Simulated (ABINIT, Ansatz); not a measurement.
Planning a run of ABINIT 10.8.3 on P2Ir (P2_1/c). The input:

```
acell 3*1.0 Angstrom
rprim 
  5.772335097500 0.000000000000 -0.000000000000
  0.000000000000 5.806731510000 0.000000000000
  -2.128499726500 0.000000000000 5.473140883600
ntypat 2
znucl 15 77
natom 12
typat 1 1 1 1 1 1 1 1 2 2 2 2
xred 
  0.158006700000 0.881881860000 0.870287720000
  0.841993300000 0.381881860000 0.629712280000
  0.841993300000 0.118118140000 0.129712280000
  0.158006700000 0.618118140000 0.370287720000
  0.334322990000 0.377205270000 0.188546390000
  0.665677010000 0.877205270000 0.311453610000
  0.665677010000 0.622794730000 0.811453610000
  0.334322990000 0.122794730000 0.688546390000
  0.271866410000 0.498830410000 0.791578690000
  0.728133590000 0.998830410000 0.708421310000
  0.728133590000 0.501169590000 0.208421310000
  0.271866410000 0.001169590000 0.291578690000
pp_dirpath "pseudos"
pseudos "P.upf, Ir.upf"
ecut 24
ngkpt 2 2 2
nshiftk 1
shiftk 0 0 0
kptopt 1
chksymbreak 0
istwfk *1
occopt 1
irdwfk 1
optdriver 4
nband 277
gwcalctyp 0
ecutsigx 24
symsigma 1
nkptgw 3
kptgw 
  0.5000000000 0.5000000000 0.5000000000
  0.0000000000 0.0000000000 0.0000000000
  0.0000000000 0.5000000000 0.5000000000
bdgw 
  53 56
  53 56
  53 56
ecuteps 5.2
irdscr 1
ppmodel 3
indata_prefix "in"
outdata_prefix "out"
tmpdata_prefix "tmp"
```

```sh
OMP_NUM_THREADS=1 mpirun -n 16 abinit run.abi > log
```

Q: How long will it take on 16 MPI ranks of Arm Neoverse V2, shared host, and how much memory?

It took 28 s; on shared hardware allow 14 s to 55 s. Peak host memory was 5.2 GiB.

[Paths, hosts, dates, memory and timing lines, banners, echoed tables and standing remarks are left out of the program output.]

[Logs are printed without paths, hosts, clocks, repeated set-up lines and the standing remarks that a program may print on its own settings, such as how far it seeks lower states.]

[Runs of the session that timed out or met a known fault of the program may be left out.]

[Hosts, paths, dates, database ids (printed as entryN), source tags and the programs' standing remarks are cut or masked in the printed files.]

[G0W0 gaps are taken among the corrected bands and points alone; a level outside them can change the order at an edge.]

[Where Ansatz stands beside ABINIT at settings called matched, ABINIT's density can come from a denser mesh and the files from another edition; pairs whose starting gaps differed by over 0.03 eV were left out, so agreement reads better than it is.]
